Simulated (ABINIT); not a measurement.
# TlPbF3 (Pm-3m): modes at Γ and the response to a field, part 3 of 3

Which modes does TlPbF3 (Pm-3m) have at the zone centre?

ABINIT 10.8.3; DFT PBE, scalar-relativistic, plane waves, PseudoDojo norm-conserving pseudopotentials.

So far. Step 7 (Linear response at Γ): The acoustic modes at Γ come out as far as 3.1 cm⁻¹ from zero, where they should vanish, a small numerical error; the Born charges miss their sum rule by 0.12 e, too much: mesh or cutoff is short for the field response. The lowest optical mode is imaginary, 83i cm⁻¹, an instability at this level and on this k mesh. Step 8 (Zone-centre analysis): The rule also moves an optical mode by 0.9 cm⁻¹. The relaxed cell has a = 4.857 Å (conventional setting).

The structure was built from a prototype and need not be the compound's stable phase.

In doubt: a PseudoDojo file used here is known to give poor structures and forces, so the values of those runs are not to be relied on.

### 9. Sum rules set otherwise (asr 0)

Without the rule the raw error of the acoustic modes shows.

Contents of anaddb.abi:

```
ddb_filepath "gamma_DDB"
output_file "anaddb.abo"
outdata_prefix "anaddb"
asr 0
chneut 0
enunit 2
eivec 1
nph1l 1
qph1l 0.0 0.0 0.0 1.0
dieflag 2
nph2l 3
qph2l 
    1.0 0.0 0.0 0.0
    0.0 0.0 1.0 0.0
    1.0 1.0 1.0 0.0
```

Contents of mrgddb.in:

```
gamma_DDB
merged
2
dfpt_gammao_DS2_DDB
gso_DDB
```

Launch:

```bash
$ mrgddb < mrgddb.in > mrgddb.log
$ OMP_NUM_THREADS=1 anaddb anaddb.abi > anaddb.log
```

anaddb.abo, the main output file:

```text
[banners, grids, parts of the stress and lines that vanish by symmetry left out]
-outvars_anaddb: echo values of input variables ----------------------

 Flags :
[...]
Dielectric Tensor and Effective Charges
[...]
Effective charge tensors after
[...]
Phonon wavevector (reduced coordinates) :  0.00000  0.00000  0.00000
 Phonon energies in Hartree :
[...]
Phonon energies in meV     :
- -1.027977E+01 -1.027977E+01 -1.027977E+01 -7.349131E+00 -7.349131E+00
- -7.349131E+00  3.870495E-01  3.870495E-01  3.870496E-01  6.837390E+00
-  6.837390E+00  6.837390E+00  2.368055E+01  2.368055E+01  2.368055E+01
 Phonon frequencies in cm-1    :
- -8.291197E+01 -8.291197E+01 -8.291197E+01 -5.927474E+01 -5.927474E+01
- -5.927474E+01  3.121765E+00  3.121765E+00  3.121765E+00  5.514727E+01
-  5.514727E+01  5.514727E+01  1.909965E+02  1.909965E+02  1.909965E+02
 Phonon frequencies in Thz     :
- -2.485638E+00 -2.485638E+00 -2.485638E+00 -1.777012E+00 -1.777012E+00
- -1.777012E+00  9.358816E-02  9.358816E-02  9.358817E-02  1.653274E+00
-  1.653274E+00  1.653274E+00  5.725931E+00  5.725931E+00  5.725931E+00
 Phonon energies in Kelvin  :
- -1.192918E+02 -1.192918E+02 -1.192918E+02 -8.528312E+01 -8.528312E+01
- -8.528312E+01  4.491523E+00  4.491523E+00  4.491524E+00  7.934462E+01
-  7.934462E+01  7.934462E+01  2.748014E+02  2.748014E+02  2.748014E+02
[...]
-  1  0.00000000E+00  0.00000000E+00  7.65179454E-04
-     0.00000000E+00  0.00000000E+00  0.00000000E+00
-  2  0.00000000E+00  0.00000000E+00 -1.69060591E-04
-     0.00000000E+00  0.00000000E+00  0.00000000E+00
-  3  0.00000000E+00  0.00000000E+00  3.62569522E-04
-     0.00000000E+00  0.00000000E+00  0.00000000E+00
-  4  0.00000000E+00  0.00000000E+00 -3.32664428E-03
-     0.00000000E+00  0.00000000E+00  0.00000000E+00
-  5  0.00000000E+00  0.00000000E+00 -3.32664428E-03
-     0.00000000E+00  0.00000000E+00  0.00000000E+00
[...]
-  1  0.00000000E+00  7.65179454E-04  0.00000000E+00
-     0.00000000E+00  0.00000000E+00  0.00000000E+00
-  2  0.00000000E+00 -1.69060591E-04  0.00000000E+00
-     0.00000000E+00  0.00000000E+00  0.00000000E+00
-  3  0.00000000E+00 -3.32664428E-03  0.00000000E+00
-     0.00000000E+00  0.00000000E+00  0.00000000E+00
-  4  0.00000000E+00  3.62569522E-04  0.00000000E+00
-     0.00000000E+00  0.00000000E+00  0.00000000E+00
-  5  0.00000000E+00 -3.32664428E-03  0.00000000E+00
-     0.00000000E+00  0.00000000E+00  0.00000000E+00
[...]
-  1  7.65179454E-04  0.00000000E+00  0.00000000E+00
-     0.00000000E+00  0.00000000E+00  0.00000000E+00
-  2 -1.69060591E-04  0.00000000E+00  0.00000000E+00
-     0.00000000E+00  0.00000000E+00  0.00000000E+00
-  3 -3.32664428E-03  0.00000000E+00  0.00000000E+00
-     0.00000000E+00  0.00000000E+00  0.00000000E+00
-  4 -3.32664428E-03  0.00000000E+00  0.00000000E+00
-     0.00000000E+00  0.00000000E+00  0.00000000E+00
[...]
Phonon at Gamma, with non-analyticity in the
[...]
Phonon energies in Hartree :
[...]
Phonon energies in meV     :
- -1.027977E+01 -1.027977E+01 -7.953526E+00 -7.349131E+00 -7.349131E+00
- -7.349131E+00  3.870495E-01  3.870495E-01  4.196063E-01  6.837390E+00
[...]
Phonon frequencies in cm-1    :
[...]
Phonon frequencies in Thz     :
[...]
Phonon energies in Kelvin  :
[...]
- -8.528312E+01  4.491523E+00  4.491523E+00  4.869329E+00  7.934462E+01
-  7.934462E+01  7.937806E+01  2.748014E+02  2.748014E+02  4.815101E+02
[...]
-  5  0.00000000E+00  0.00000000E+00  3.79967456E-03
-     0.00000000E+00  0.00000000E+00  0.00000000E+00
[...]
-  1  0.00000000E+00  0.00000000E+00  0.00000000E+00
-     0.00000000E+00  0.00000000E+00  0.00000000E+00
-  2  0.00000000E+00  0.00000000E+00  0.00000000E+00
-     0.00000000E+00  0.00000000E+00  0.00000000E+00
-  3  0.00000000E+00 -3.79967456E-03  0.00000000E+00
-     0.00000000E+00  0.00000000E+00  0.00000000E+00
-  4  0.00000000E+00  0.00000000E+00  0.00000000E+00
-     0.00000000E+00  0.00000000E+00  0.00000000E+00
-  5  0.00000000E+00  3.79967456E-03  0.00000000E+00
-     0.00000000E+00  0.00000000E+00  0.00000000E+00
[...]
Phonon at Gamma, with non-analyticity in the
[...]
Phonon energies in Hartree :
[...]
Phonon energies in meV     :
- -1.027977E+01 -1.027977E+01 -7.953526E+00 -7.349131E+00 -7.349131E+00
- -7.349131E+00  3.870495E-01  3.870496E-01  4.196063E-01  6.837390E+00
-  6.837390E+00  6.840272E+00  2.368055E+01  2.368055E+01  4.149333E+01
 Phonon frequencies in cm-1    :
- -8.291197E+01 -8.291197E+01 -6.414951E+01 -5.927474E+01 -5.927474E+01
[...]
Phonon frequencies in Thz     :
[...]
Phonon energies in Kelvin  :
[...]
Phonon at Gamma, with non-analyticity in the
[...]
Phonon energies in Hartree :
[...]
Phonon energies in meV     :
[...]
Phonon frequencies in cm-1    :
[...]
Phonon frequencies in Thz     :
[...]
Phonon energies in Kelvin  :
[...]
- -8.528312E+01  4.491523E+00  4.491524E+00  4.869329E+00  7.934462E+01
-  7.934462E+01  7.937806E+01  2.748014E+02  2.748014E+02  4.815101E+02
[...]
-  4  3.65790094E-04 -2.50835526E-03 -1.39093541E-04
-     0.00000000E+00  0.00000000E+00  0.00000000E+00
-  5  4.04739946E-03 -2.26696553E-04 -1.39093541E-04
-     0.00000000E+00  0.00000000E+00  0.00000000E+00
[...]
;  5 -2.78902342E-03 -6.38652376E-04 -6.38652376E-04
;     0.00000000E+00  0.00000000E+00  0.00000000E+00
-
```

Run time: 0.51 s. Hardware: 1 thread of Arm Neoverse V2, shared host.

This step gave:

```
highest optical zone-centre mode (no LO-TO term) : 191 cm⁻¹
lowest optical zone-centre mode                  : -82.91 cm⁻¹
```

Zone-centre frequencies as printed; negative means imaginary. Modes:

```tsv
mode	frequency (cm⁻¹)
1	-82.91
2	-82.91
3	-82.91
4	-59.27
5	-59.27
6	-59.27
7	3.12
8	3.12
9	3.12
10	55.15
11	55.15
12	55.15
13	191
14	191
15	191
```

With imaginary modes the relaxed-ion tensors have no meaning and are not tabulated.

### 10. What came out

```yaml
space_group_after_relaxation: Pm-3m
volume_per_atom: 22.9 Å³
highest_optical_zone_centre_mode_no_lo_to_term: 190.8 cm⁻¹
lowest_optical_zone_centre_mode: -83.4 cm⁻¹
highest_mode_moved_by_the_lo_to_term_probably_not_converged_in_the_k_mesh: 336.5 cm⁻¹
mean_high_frequency_dielectric_constant_probably_not_converged_in_the_k_mesh: 3.25
largest_born_charge_in_size_third_of_the_trace_probably_not_converged_in_the_k_mesh: 3.25 e
imaginary_optical_modes_at_the_zone_centre_no_q_mesh_in_this_session: yes
```

What this shows: At the PBE level the optical modes of TlPbF3 (Pm-3m) at the zone centre (no LO-TO term) run from 83i to 191 cm⁻¹, so the structure is a saddle point, with 6 modes beyond 10i cm⁻¹ there. The base run prints -0.72 GPa, mostly the error of a finite basis; the relaxation, with a smoothed and higher cutoff, had brought the cell to rest. Along the directions run, the highest mode that the macroscopic field moves lies at 336 cm⁻¹. The Born charges miss their sum rule by 0.12 e, a sign that the k mesh or the cutoff is short for the field response. ε∞, the Born charges and what follows from them are probably not converged in the k mesh. These are harmonic frequencies at zero temperature: anharmonic shifts and linewidths and thermal expansion are left out. Spin-orbit coupling is left out, which can matter for the heavy elements here. The structure is a hypothetical one, built on a prototype.

[Host names and launcher messages were left out of these logs when they were recorded.]

[Logs are printed without paths, hosts, clocks, repeated set-up lines and the standing remarks that a program may print on its own settings, such as how far it seeks lower states.]

[Hosts, paths, dates, database ids (printed as entryN), source tags and the programs' standing remarks are cut or masked in the printed files.]
